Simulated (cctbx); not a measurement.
**A crystallographic session in cctbx: Y4Cd7Ge6**

Library: cctbx 2025.11. The data are simulated by the first script.

## 1. Simulate the data

run.py:

```python
from cctbx import adptbx, crystal, miller, sgtbx, xray
from cctbx.array_family import flex
from iotbx.shelx import hklf
from scitbx import matrix
import scitbx.random

cs = crystal.symmetry(unit_cell=(16.701, 4.401, 12.538, 90, 121.38, 90), space_group_symbol='Hall: -C 2y')  # C2/m
atoms = [  # label, site, U (iso, or U11 U22 U33 U12 U13 U23 in A^2), occupancy
    ("Cd1", (0, 0.5, 0.5), (0.0171, 0.0220, 0.0183, 0.0000, 0.0103, 0.0000), 1),
    ("Cd2", (0.6884, 0, 0.153), (0.0287, 0.0240, 0.0226, 0.0000, 0.0116, 0.0000), 1),
    ("Cd3", (0.061, 0, 0.3973), (0.0190, 0.0186, 0.0172, 0.0000, 0.0090, 0.0000), 1),
    ("Cd4", (0.0443, 0, 0.1442), (0.0175, 0.0111, 0.0200, 0.0000, 0.0139, 0.0000), 1),
    ("Y1", (0.871, 0.5, 0.1583), (0.0143, 0.0122, 0.0171, 0.0000, 0.0088, 0.0000), 1),
    ("Y2", (0.769, 0.5, 0.3925), (0.0194, 0.0179, 0.0192, 0.0000, 0.0118, 0.0000), 1),
    ("Ge1", (0.1104, 0.5, 0.3126), (0.0287, 0.0296, 0.0308, 0.0000, 0.0160, 0.0000), 1),
    ("Ge2", (0.6468, 0.5, 0.0239), (0.0127, 0.0152, 0.0167, 0.0000, 0.0065, 0.0000), 1),
    ("Ge3", (0.1201, 0, 0.6544), (0.0132, 0.0204, 0.0226, 0.0000, 0.0100, 0.0000), 1),
]
xs = xray.structure(crystal_symmetry=cs)
for label, site, u, occ in atoms:
    u = adptbx.u_cif_as_u_star(cs.unit_cell(), u) if isinstance(u, tuple) else u
    xs.add_scatterer(xray.scatterer(label, site=site, u=u, occupancy=occ))
xs.set_inelastic_form_factors(0.56087, "sasaki")
xs.show_summary()
p1 = xs.expand_to_p1()
ms = miller.build_set(p1, anomalous_flag=True, d_min=0.8)
flex.set_random_seed(11022)
scitbx.random.set_random_seed(11022)
ms = ms.select(flex.random_double(ms.size()) < 0.5)
i = ms.structure_factors_from_scatterers(p1, algorithm="direct").f_calc().as_intensity_array().data()
i = i * 40000 / flex.max(i)
sig = flex.sqrt(i + flex.pow2(0.02 * i) + 4 ** 2)
noise = scitbx.random.variate(scitbx.random.normal_distribution())(i.size())
data = ms.array(data=i + sig * noise, sigmas=sig).set_observation_type_xray_intensity()
with open("data.hkl", "w") as f:
    data.export_as_shelx_hklf(f)
print("reflections written:", data.size(), " <I/sigma> = %.1f" % flex.mean(data.data() / data.sigmas()))
for h, a, b in list(data.sort("data"))[:12]:
    print("%4d%4d%4d %9.1f %7.1f" % (h + (a, b)))
```

```console
$ python run.py
```

```text
Number of scatterers: 9
At special positions: 9
Unit cell: (16.701, 4.401, 12.538, 90, 121.38, 90)
Space group: C 1 2/m 1 (No. 12)
reflections written: 3237  <I/sigma> = 8.2
   0   2   0   41814.4   824.6
   0  -2   0   40745.7   824.6
   3   1  -4   21773.5   461.7
  -3   1   4   21240.5   461.7
  -3  -1   4   21101.2   461.7
  -3   1  -2   15202.7   315.9
   3  -1   2   15131.8   315.9
  -3  -1  -2   14614.0   315.9
  -6   0   5   14198.2   301.4
   0   4   0   12776.3   279.0
  -6   0   1   12601.9   277.1
   0   0  -4    9278.1   211.1
```

It took 0.41 s on 1 thread of Arm Neoverse N1 (shared host), peak memory 0.07 GiB.

## 2. Symmetry

run.py:

```python
from cctbx import crystal, sgtbx, statistics
from cctbx.array_family import flex
from iotbx.shelx import hklf

p1 = crystal.symmetry(unit_cell=(16.701, 4.401, 12.538, 90, 121.38, 90), space_group_symbol="P 1")
raw = hklf.reader(file_name="data.hkl").as_miller_arrays(crystal_symmetry=p1, anomalous=True)[0]
print(raw.size(), "reflections to d = %.3f A" % raw.d_min())
isig = raw.data() / raw.sigmas()
print("centring   violations  <I/sigma> of those")
best = "P"
for c in "ABCIRF":
    a = raw.customized_copy(space_group_info=sgtbx.space_group_info("Hall: %s 1" % c)).sys_absent_flags().data()
    m = flex.mean(isig.select(a))
    print("%5s %10d of %5d %8.1f" % (c, (isig.select(a) > 4).count(True), a.count(True), m))
    if (isig.select(a) > 4).count(True) < 0.01 * a.count(True):
        best = c
raw = raw.select(~raw.customized_copy(space_group_info=sgtbx.space_group_info("Hall: %s 1" % best)).sys_absent_flags().data())
isig = raw.data() / raw.sigmas()
rows = []
for s in sgtbx.space_group_symbol_iterator():
    g = sgtbx.space_group(s)
    if g.conventional_centring_type_symbol() != best or not g.is_compatible_unit_cell(p1.unit_cell(), 1e-3, 0.02):
        continue
    rows.append((s, g))
print("Laue class    unique    Rint  (classes that these axes allow; Friedel mates merged)")
rint = {}
for s, g in rows:
    laue = g.build_derived_patterson_group()
    key = laue.type().hall_symbol()
    if key not in rint:
        m = raw.customized_copy(space_group_info=laue.info(), anomalous_flag=False).merge_equivalents()
        rint[key] = m.r_int()
        print("%-14s %6d %7.3f" % (laue.type().lookup_symbol(), m.array().size(), m.r_int()))
floor = min(rint.values())
good = [(s, g) for s, g in rows if rint[g.build_derived_patterson_group().type().hall_symbol()] < 2 * floor + 0.03]
top = max(g.build_derived_patterson_group().order_z() for s, g in good)
print("space group    extra absences  I>4sigma  <I/sigma>")
for s, g in good:
    laue = g.build_derived_patterson_group()
    if laue.order_z() != top:
        continue
    a = raw.customized_copy(space_group_info=g.info()).sys_absent_flags().data()
    a &= ~raw.customized_copy(space_group_info=laue.info()).sys_absent_flags().data()
    bad = (isig.select(a) > 4).count(True)
    if bad <= 0.03 * a.count(True):
        print("%-16s %8d %10d %9s  %s" % (s.universal_hermann_mauguin(), a.count(True), bad, "%.1f" % flex.mean(isig.select(a)) if a.count(True) else "-", "centric" if g.is_centric() else "acentric"))
laue = max(good, key=lambda t: t[1].build_derived_patterson_group().order_z())[1].build_derived_patterson_group()
f = raw.customized_copy(space_group_info=laue.info(), anomalous_flag=False).merge_equivalents().array().eliminate_sys_absent().f_sq_as_f()
f.set_observation_type_xray_amplitude()
bins = max(3, min(8, f.size() // 12))
f.setup_binner(n_bins=bins)
w = statistics.wilson_plot(f, {e: n / laue.order_z() for e, n in {'Cd': 14.0, 'Y': 8.0, 'Ge': 12.0}.items()}, e_statistics=True)
print("Wilson B = %.2f A^2   <|E^2-1|> = %.3f (0.968 centric, 0.736 acentric)   E^2>4: %.1f %%" % (w.wilson_b, w.mean_e_sq_minus_1, w.percent_e_sq_gt_2))
print("shell (A)         n   <I/sigma>")
m = raw.customized_copy(space_group_info=laue.info(), anomalous_flag=False).merge_equivalents().array().eliminate_sys_absent()
for b in m.setup_binner(n_bins=bins).range_used():
    sel = m.binner().selection(b)
    print("%5.2f - %4.2f %6d %8.1f" % (min(m.binner().bin_d_range(b)[0] if m.binner().bin_d_range(b)[0] > 0 else 99, 99), m.binner().bin_d_range(b)[1], sel.count(True), flex.mean((m.data() / m.sigmas()).select(sel))))
```

```console
$ python run.py
```

```text
3237 reflections to d = 0.800 A
centring   violations  <I/sigma> of those
    A        636 of  1596      8.1
    B        636 of  1623      8.0
    C          0 of  1645      0.0
    I        634 of  1605      8.0
    R        862 of  2159      8.2
    F        636 of  2432      5.3
Laue class    unique    Rint  (classes that these axes allow; Friedel mates merged)
C 1 2/m 1         811   0.021
space group    extra absences  I>4sigma  <I/sigma>
C 1 2 1                 0          0         -  acentric
C 1 m 1                 0          0         -  acentric
C 1 2/m 1               0          0         -  centric
Wilson B = 1.65 A^2   <|E^2-1|> = 0.921 (0.968 centric, 0.736 acentric)   E^2>4: 3.8 %
shell (A)         n   <I/sigma>
10.71 - 1.60    104     27.9
 1.60 - 1.27    105     28.4
 1.27 - 1.11    102     23.5
 1.11 - 1.01    108     21.7
 1.01 - 0.94     99     19.7
 0.94 - 0.88     90     17.9
 0.88 - 0.84     99     18.2
 0.84 - 0.80    104     13.9
```

Time: 0.39 s.

## 3. Charge flipping

run.py:

```python
import itertools
from cctbx import crystal, maptbx
from cctbx.array_family import flex
from iotbx.shelx import hklf
from smtbx.ab_initio import charge_flipping as cf

cs = crystal.symmetry(unit_cell=(16.701, 4.401, 12.538, 90, 121.38, 90), space_group_symbol='Hall: -C 2y')  # C2/m
raw = hklf.reader(file_name="data.hkl").as_miller_arrays(crystal_symmetry=cs, anomalous=True)[0]
merged = raw.eliminate_sys_absent().merge_equivalents()
fo2 = merged.array().set_observation_type_xray_intensity()
f = fo2.average_bijvoet_mates().f_sq_as_f().resolution_filter(d_min=0.8)
p1 = f.expand_to_p1()
p1.setup_binner_counting_sorted(reflections_per_bin=max(40, p1.size() // 12))
work = p1.array(data=p1.data() / p1.amplitude_quasi_normalisations().data())
flex.set_random_seed(67072)
it = cf.weak_reflection_improved_iterator(delta=None, weak_reflection_fraction=0.2)
it.start(work, phases=flex.random_double(p1.size()) * 6.2832, f_000=0)
it.delta = 0.9 * it.rho_map.sigma()
print("cycle      R  skewness")
for n, st in enumerate(itertools.islice(it, 100)):
    if n % 8 == 0:
        print("%5d %6.3f %8.2f" % (n, st.r1_factor(), st.rho_map.skewness()))
rho = p1.phase_transfer(it.f_calc).fft_map().apply_volume_scaling()
polish = cf.low_density_elimination_iterator(constant_rho_c=rho.sigma())
polish.start(f_obs=p1, phases=it.f_calc, f_000=0)
for _ in range(8):
    next(polish)
print("origin shift          correlation  skewness")
maps = []
for fc, shift, cc in itertools.islice(cf.f_calc_symmetrisations(f, polish.f_calc, 0), 4):
    m = f.phase_transfer(fc).fft_map(symmetry_flags=maptbx.use_space_group_symmetry, resolution_factor=0.25).apply_sigma_scaling()
    maps.append((m.skewness(), cc, m))
    print("%6.3f %6.3f %6.3f %10.3f %9.2f" % (tuple(shift) + (cc, m.skewness())))
skew, cc, m = max((t for t in maps if t[1] > maps[0][1] - 0.04), key=lambda t: t[0])
print("taken: symmetry correlation %.3f, skewness %.2f" % (cc, skew))
peaks = m.peak_search(parameters=maptbx.peak_search_parameters(min_distance_sym_equiv=0.9, max_clusters=14)).all()
sps = cs.special_position_settings(min_distance_sym_equiv=0.5)
print("peak      x       y       z  mult  height/sigma")
for k, (x, h) in enumerate(zip(peaks.sites(), peaks.heights())):
    ss = sps.site_symmetry(x)
    print("Q%-3d %7.4f %7.4f %7.4f %4d %8.1f" % ((k + 1,) + tuple(t % 1 for t in ss.exact_site()) + (ss.multiplicity(), h)))
```

```console
$ python run.py
```

```text
cycle      R  skewness
    0  0.637     0.25
    8  0.408     1.27
   16  0.408     1.37
   24  0.407     1.42
   32  0.410     1.44
   40  0.402     1.44
   48  0.422     1.60
   56  0.418     1.61
   64  0.420     1.67
   72  0.434     1.67
   80  0.433     1.71
   88  0.428     1.69
   96  0.430     1.74
origin shift          correlation  skewness
 0.420  0.129  0.337      0.858      1.88
 0.484  0.131  0.240      0.861      2.29
 0.121  0.126  0.102      0.853      1.98
 0.166  0.127  0.260      0.852      1.94
taken: symmetry correlation 0.861, skewness 2.29
peak      x       y       z  mult  height/sigma
Q1    0.2130  0.5000  0.2606    4     10.7
Q2    0.1685  0.5000  0.9984    4     10.3
Q3    0.1003  0.5000  0.4955    4     10.1
Q4    0.1081  0.5000  0.7234    4      8.0
Q5    0.1394  0.0000  0.3473    4      6.0
Q6    0.2255  0.5000  0.8461    4      6.0
Q7    0.0211  0.5000  0.1976    4      5.7
Q8    0.1823  0.0000  0.2080    4      5.1
Q9    0.0634  0.0000  0.7260    4      5.0
Q10   0.1427  0.0000  0.8206    4      4.9
Q11   0.2184  0.0000  0.4705    4      4.5
Q12   0.0609  0.5000  0.1070    4      4.1
Q13   0.2070  0.0000  0.1051    4      3.7
Q14   0.1179  0.5000  0.0515    4      3.7
```

Time: 0.6 s.

## 4. Refinement (model from the peaks)

run.py:

```python
import math
from cctbx import adptbx, crystal, maptbx, sgtbx, xray
from cctbx.array_family import flex
from cctbx.xray import observations
from iotbx.shelx import hklf
from scitbx.lstbx import normal_eqns_solving
from smtbx import absolute_structure, utils
from smtbx.refinement import constraints, least_squares

cs = crystal.symmetry(unit_cell=(16.701, 4.401, 12.538, 90, 121.38, 90), space_group_symbol='Hall: -C 2y')  # C2/m
atoms = [  # label, site, U (iso, or U11 U22 U33 U12 U13 U23 in A^2), occupancy
    ("Cd1", (0.213, 0.5, 0.2606), 0.0200, 1),
    ("Cd2", (0.1685, 0.5, 0.9984), 0.0200, 1),
    ("Cd3", (0.1003, 0.5, 0.4955), 0.0200, 1),
    ("Y1", (0.1081, 0.5, 0.7234), 0.0200, 1),
    ("Y2", (0.1394, 0, 0.3473), 0.0200, 1),
    ("Ge1", (0.2255, 0.5, 0.8461), 0.0200, 1),
    ("Ge2", (0.0211, 0.5, 0.1976), 0.0200, 1),
    ("Ge3", (0.1823, 0, 0.208), 0.0200, 1),
]
xs = xray.structure(crystal_symmetry=cs)
for label, site, u, occ in atoms:
    u = adptbx.u_cif_as_u_star(cs.unit_cell(), u) if isinstance(u, tuple) else u
    xs.add_scatterer(xray.scatterer(label, site=site, u=u, occupancy=occ))
xs.set_inelastic_form_factors(0.56087, "sasaki")
raw = hklf.reader(file_name="data.hkl").as_miller_arrays(crystal_symmetry=cs, anomalous=True)[0]
merged = raw.eliminate_sys_absent().merge_equivalents()
fo2 = merged.array().set_observation_type_xray_intensity()
print("Rint %.3f, %d unique reflections to %.2f A" % (merged.r_int(), fo2.size(), fo2.d_min()))
for sc in xs.scatterers():
    sc.flags.set_grad_site(True)
    sc.flags.set_grad_u_aniso(sc.flags.use_u_aniso())
    sc.flags.set_grad_u_iso(sc.flags.use_u_iso())
obs = fo2.as_xray_observations()
extra = {}
rep = constraints.reparametrisation(xs, [], utils.connectivity_table(xs), **extra)
ls = least_squares.crystallographic_ls(obs, rep, weighting_scheme=least_squares.mainstream_shelx_weighting(a=0, b=0))
print("cycle     R1     wR2    GooF  max shift (A)")
for cycle in range(6):
    ls.build_up()
    r1, wr2, goof = ls.r1_factor(cutoff_factor=2)[0], ls.wR2(), ls.goof()
    old = xs.sites_cart()
    normal_eqns_solving.levenberg_marquardt_iterations(ls, n_max_iterations=3, tau=0.0001, step_threshold=1e-7)
    big = flex.max((xs.sites_cart() - old).norms())
    print("%4d %7.4f %7.4f %7.3f %9.5f" % (cycle + 1, r1, wr2, goof, big))
    ls.build_up(objective_only=True)
    if abs(ls.wR2() - wr2) < 5e-5 and big < 5e-4:
        break
ls.build_up()
print("final R1 %.4f wR2 %.4f GooF %.3f  parameters %d  data/parameter %.1f" % (ls.r1_factor(cutoff_factor=2)[0], ls.wR2(), ls.goof(), ls.n_parameters, fo2.size() / ls.n_parameters))
cov = ls.covariance_matrix_and_annotations()
su = dict(zip(cov.annotations, (math.sqrt(max(v, 0)) for v in cov.matrix.matrix_packed_u_diagonal())))
a2 = cs.unit_cell().reciprocal_parameters()[0] ** -2
print("atom        x        y        z      Ueq    occ   su(xyz)  su(Uiso or U11)")
for sc in xs.scatterers():
    s = max(su.get(sc.label + k, 0) for k in (".x", ".y", ".z"))
    npd = "" if sc.is_positive_definite_u(cs.unit_cell()) else "  NPD"
    print("%-5s %8.5f %8.5f %8.5f %8.4f %6.3f %8.5f %7.4f%s" % ((sc.label,) + sc.site + (sc.u_iso_or_equiv(cs.unit_cell()), sc.occupancy, s, su.get(sc.label + ".uiso", su.get(sc.label + ".u11", 0) * a2), npd)))
fo = fo2.f_sq_as_f()
fc = fo.structure_factors_from_scatterers(xs, algorithm="direct").f_calc()
diff = fo.f_obs_minus_f_calc(1 / math.sqrt(ls.scale_factor()), fc).average_bijvoet_mates()
m = diff.fft_map(symmetry_flags=maptbx.use_space_group_symmetry, resolution_factor=0.25).apply_volume_scaling()
print("difference map: max %.2f min %.2f rms %.2f" % (m.statistics().max(), m.statistics().min(), m.statistics().sigma()))
peaks = m.peak_search(parameters=maptbx.peak_search_parameters(min_distance_sym_equiv=0.6, max_clusters=6)).all()
near = xs.closest_distances(peaks.sites(), distance_cutoff=4)
sps = cs.special_position_settings(min_distance_sym_equiv=0.5)
for k, (x, h) in enumerate(zip(peaks.sites(), peaks.heights())):
    ss = sps.site_symmetry(x)
    print("Q%-3d %7.4f %7.4f %7.4f %4d %7.2f  %.2f A from %s" % ((k + 1,) + tuple(t % 1 for t in ss.exact_site()) + (ss.multiplicity(), h, near.smallest_distances[k], xs.scatterers()[near.i_seqs[k]].label)))
```

```console
$ python run.py
```

```text
Rint 0.021, 811 unique reflections to 0.80 A
cycle     R1     wR2    GooF  max shift (A)
   1  0.7261  0.9429  25.929   0.39918
   2  0.6118  0.8732  24.012   0.11817
   3  0.5966  0.8635  23.744   0.05580
   4  0.5944  0.8621  23.706   0.04601
   5  0.5932  0.8614  23.688   0.04286
   6  0.5926  0.8609  23.675   0.03426
final R1 0.5925 wR2 0.8607 GooF 23.668  parameters 24  data/parameter 33.8
atom        x        y        z      Ueq    occ   su(xyz)  su(Uiso or U11)
Cd1    0.21850  0.50000  0.27964   0.0035  1.000  0.00206  0.0053
Cd2    0.17938  0.50000  0.99709   0.0090  1.000  0.00220  0.0060
Cd3    0.10046  0.50000  0.49151   0.0032  1.000  0.00201  0.0051
Y1     0.09637  0.50000  0.72305   0.0037  1.000  0.00247  0.0054
Y2     0.14898  0.00000  0.38149   0.0189  1.000  0.00325  0.0072
Ge1    0.23384  0.50000  0.81767   0.0285  1.000  0.00445  0.0109
Ge2    0.01539  0.50000  0.16456   0.0174  1.000  0.00391  0.0086
Ge3    0.18575  0.00000  0.16997   0.0132  1.000  0.00361  0.0078
difference map: max 156.41 min -79.81 rms 14.33
Q1    0.2210  0.5000  0.2802    4  156.71  0.04 A from Cd1
Q2    0.1758  0.5000  0.9840    4  147.21  0.14 A from Cd2
Q3    0.1053  0.5000  0.4949    4  142.41  0.07 A from Cd3
Q4    0.0024  0.5000  0.1484    4  101.03  0.21 A from Ge2
Q5    0.2330  0.0000  0.4701    4   97.00  1.26 A from Y2
Q6    0.0769  0.0000  0.7166    4   92.20  2.22 A from Y1
```

Time: 0.79 s.

Figures of merit this high mean that the model is still wrong or incomplete.

## 5. Charge flipping

run.py, as its changes from the last script of this kind:

```diff
@@ -13,3 +13,2 @@
-p1.setup_binner_counting_sorted(reflections_per_bin=max(40, p1.size() // 12))
-work = p1.array(data=p1.data() / p1.amplitude_quasi_normalisations().data())
-flex.set_random_seed(67072)
+work = p1
+flex.set_random_seed(67073)
@@ -20,2 +19,2 @@
-for n, st in enumerate(itertools.islice(it, 100)):
-    if n % 8 == 0:
+for n, st in enumerate(itertools.islice(it, 200)):
+    if n % 16 == 0:
```

```console
$ python run.py
```

```text
cycle      R  skewness
    0  0.645     0.47
   16  0.423     2.49
   32  0.422     2.80
   48  0.410     3.06
   64  0.381     3.41
   80  0.388     3.39
   96  0.384     3.41
  112  0.357     3.74
  128  0.290     4.02
  144  0.290     3.89
  160  0.293     3.91
  176  0.284     3.82
  192  0.288     3.88
origin shift          correlation  skewness
 0.414  0.303  0.054      0.937      2.24
 0.468  0.300  0.212      0.927      2.03
 0.217  0.301  0.420      0.931      2.22
 0.306  0.327  0.004      0.927      2.16
taken: symmetry correlation 0.937, skewness 2.24
peak      x       y       z  mult  height/sigma
Q1    0.0842  0.5000  0.8218    4     11.0
Q2    0.1513  0.0000  0.5028    4     10.2
Q3    0.2454  0.0000  0.3611    4      7.8
Q4    0.0882  0.0000  0.6112    4      7.3
Q5    0.2075  0.0000  0.7613    4      7.0
Q6    0.0449  0.5000  0.9523    4      6.8
Q7    0.0342  0.5000  0.5486    4      6.2
Q8    0.1007  0.0000  0.0122    4      5.8
Q9    0.0115  0.0000  0.3442    4      5.5
Q10   0.1849  0.0000  0.0643    4      5.5
Q11   0.0067  0.0000  0.2634    4      5.4
Q12   0.0528  0.0000  0.7095    4      5.0
Q13   0.1551  0.5000  0.3445    4      4.8
Q14   0.1766  0.5000  0.4363    4      4.7
```

Time: 0.68 s.

[Logs are printed without paths, hosts, clocks, repeated set-up lines and the standing remarks that a program may print on its own settings, such as how far it seeks lower states.]
